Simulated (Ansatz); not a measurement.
# CdCu2GeSe4 (I-42m): the r2SCAN gap against the k mesh of the density

Aim: see how gap, energy and time of CdCu2GeSe4 (I-42m) follow the k mesh of the density.

Calculated with Ansatz 0.2.0; DFT, r2SCAN, plane waves, PAW; PAW set soft_1.

Report form: the programs' logs are mostly left out.

### Step 1. Starting point

It takes space group I-42m (No. 121, tetragonal). Conventional cell: a = 5.748 Å, b = 5.748 Å, c = 11.053 Å, α = 90.00°, β = 90.00°, γ = 90.00°. Cd has 4 Se at 2.65 Å nearest. Cu has 4 Se at 2.41 Å nearest. Ge has 4 Se at 2.38 Å nearest. Nearest to Se lie 1 Ge at 2.38 Å and 2 Cu at 2.41 Å and 1 Cd at 2.65 Å. Farther neighbours and most contacts between anions are not listed.

The cell and positions come from the Crystallography Open Database and are kept as given unless a step says otherwise.

### Step 2. k mesh of the density: 2×2×2

Contents of input.yaml:

```yaml
crystal:
  lattice:
    - [-2.8741, 2.8741, 5.52665]
    - [2.8741, -2.8741, 5.52665]
    - [2.8741, 2.8741, -5.52665]
  atoms:
    - { symbol: Cd, position: [0.0, 0.0, 0.0] }
    - { symbol: Cu, position: [0.25, 0.75, 0.5] }
    - { symbol: Cu, position: [0.75, 0.25, 0.5] }
    - { symbol: Ge, position: [0.5, 0.5, 0.0] }
    - { symbol: Se, position: [0.4042, 0.4042, 0.541] }
    - { symbol: Se, position: [0.5958, 0.1368, 0.0] }
    - { symbol: Se, position: [0.8632, 0.8632, 0.459] }
    - { symbol: Se, position: [0.1368, 0.5958, 0.0] }
kpoints:
  mp_grid: { grid: [2, 2, 2] }
  band_path:
    path:
      - [0.0, 0.0, 0.0]
      - [0.0, 0.0, 0.5]
      - [0.25, 0.25, 0.25]
      - [0.0, 0.5, 0.0]
      - [0.5, 0.5, -0.5]
      - [0.31761139, 0.68238861, -0.31761139]
      - [-0.31761139, 0.31761139, 0.31761139]
      - [-0.13522277, 0.13522277, 0.5]
    npoints: 1
hamiltonian:
  xc: r2scan
  pseudopotentials: { kind: paw, azcp: { folder: soft_1 } }
scf:
  occupations: { method: fixed }
  n_extra_bands: 6
output:
  eigenvalues: true
  forces: true
  stress: true
```

Run with:

```
ansatz run input.yaml --threads 24 --pin off --max-ram 82944MiB --backend cuda --events-out ev --progress --plain --runs-dir out --devices 1 --max-vram 78GiB
```

It took 1.8 s on 1 × NVIDIA GB200 (shared by 2 runs) with 24 threads of Arm Neoverse V2, shared host; peak memory 1.5 GiB.

This step gave:

* pressure: 0.8732 GPa
* gap: 0.2382 eV
* valence top at: Γ
* conduction bottom at: Γ
* least direct gap: 0.2382 eV

The gap is direct, at Γ.

### Step 3. k mesh of the density: 4×4×4

input.yaml, as its differences from that of step 2:

```diff
@@ -15,3 +15,3 @@
 kpoints:
-  mp_grid: { grid: [2, 2, 2] }
+  mp_grid: { grid: [4, 4, 4] }
   band_path:
```

Wall time 1.9 s (1 × NVIDIA GB200 (shared by 2 runs) with 24 threads); peak memory 1.4 GiB.

This step gave:

```yaml
pressure: 0.8562 GPa
gap: 0.2433 eV
valence_top_at: Γ
conduction_bottom_at: Γ
least_direct_gap: 0.2433 eV
```

The gap is 0.243 eV, +0.005 eV from the run before at this level.

### Step 4. k mesh of the density: 6×6×6 (the default)

input.yaml, the sections that differ from step 3:

```yaml
kpoints:
  mp_grid: { grid: [6, 6, 6] }
  band_path:
    path:
      - [[0.0, 0.0, 0.0], [0.0, 0.0, 0.5], [0.25, 0.25, 0.25], [0.0, 0.5, 0.0], [0.0, 0.0, 0.0], [0.5, 0.5, -0.5], [0.31761139, 0.68238861, -0.31761139]]
      - [[-0.31761139, 0.31761139, 0.31761139], [0.0, 0.0, 0.0]]
      - [[0.0, 0.0, 0.5], [-0.13522277, 0.13522277, 0.5]]
      - [[0.5, 0.5, -0.13522277], [0.5, 0.5, -0.5]]
    npoints: 10
scf:
  occupations: { method: fermi_dirac, width: 0.02 }
  n_extra_bands: 6
# crystal, hamiltonian, output: as in step 3
```

It took 2.8 s on 1 × NVIDIA GB200 (shared by 2 runs) with 24 threads; peak memory 1.4 GiB.

This step gave:

```yaml
pressure: 0.8737 GPa
gap: 0.2451 eV
valence_top_at: Γ
conduction_bottom_at: Γ
least_direct_gap: 0.2451 eV
```

The gap is 0.245 eV, +0.002 eV from the run before at this level.

### Step 5. k mesh of the density: 8×8×8

input.yaml, the sections that differ from step 4:

```yaml
kpoints:
  mp_grid: { grid: [8, 8, 8] }
  band_path:
    path:
      - [0.0, 0.0, 0.0]
      - [0.0, 0.0, 0.5]
      - [0.25, 0.25, 0.25]
      - [0.0, 0.5, 0.0]
      - [0.5, 0.5, -0.5]
      - [0.31761139, 0.68238861, -0.31761139]
      - [-0.31761139, 0.31761139, 0.31761139]
      - [-0.13522277, 0.13522277, 0.5]
    npoints: 1
scf:
  occupations: { method: fixed }
  n_extra_bands: 6
# crystal, hamiltonian, output: as in step 4
```

The job ended after 2.9 s (1 × NVIDIA GB200 (shared by 2 runs) with 24 threads; peak memory 1.3 GiB).

Numbers from this step:

| Property | Result |
| --- | --- |
| pressure | 0.8778 GPa |
| gap | 0.2455 eV |
| valence top at | Γ |
| conduction bottom at | Γ |
| least direct gap | 0.2455 eV |

The gap is 0.245 eV, as in the run before at this level.

### Step 6. The series

Differences are against the last row; a negative gap means that bands overlap, and a run with a band path holds that path's time. Times are wall times on 1 × NVIDIA GB200 (shared by 2 runs) with 24 threads of Arm Neoverse V2, shared host, good to a factor of about two.

```csv
k mesh of the density,gap (eV),direct gap (eV),gap error (eV),energy error (meV/atom),irreducible k,time
2×2×2,0.238,0.238,−0.007,+28.7,4,1.8 s
4×4×4,0.243,0.243,−0.002,+1.1,13,1.9 s
6×6×6,0.245,0.245,−0.0004,+0.1,30,2.8 s
8×8×8,0.245,0.245,+0.000,+0.0,59,2.9 s
```

### Step 7. What came out

```json
{
  "2×2×2": "0.238 eV",
  "4×4×4": "0.243 eV",
  "6×6×6": "0.245 eV",
  "8×8×8": "0.245 eV"
}
```

**Reading.** The gap holds to 0.02 eV from 2×2×2 on, the cheapest setting tried. At 2×2×2 the gap is off by −0.007 eV and the energy by +29 meV/atom. The gap is read over the mesh and added points near the edges, so meshes differ mainly through the density and, for a hybrid, the exchange operator. The runs have no spin polarisation. For a closed low-spin shell that is the natural state; where a d or f shell is open it is a constraint, and the gap is then not the crystal's own.

[Paths, hosts, dates, memory and timing lines, banners, echoed tables and standing remarks are left out of the program output.]

[Logs are printed without paths, hosts, clocks, repeated set-up lines and the standing remarks that a program may print on its own settings, such as how far it seeks lower states.]

[Runs of the session that timed out or met a known fault of the program may be left out.]

[Cells called generated may have been cut or substituted from an entry of the Crystallography Open Database or the Materials Project.]

[Hosts, paths, dates, database ids (printed as entryN), source tags and the programs' standing remarks are cut or masked in the printed files.]
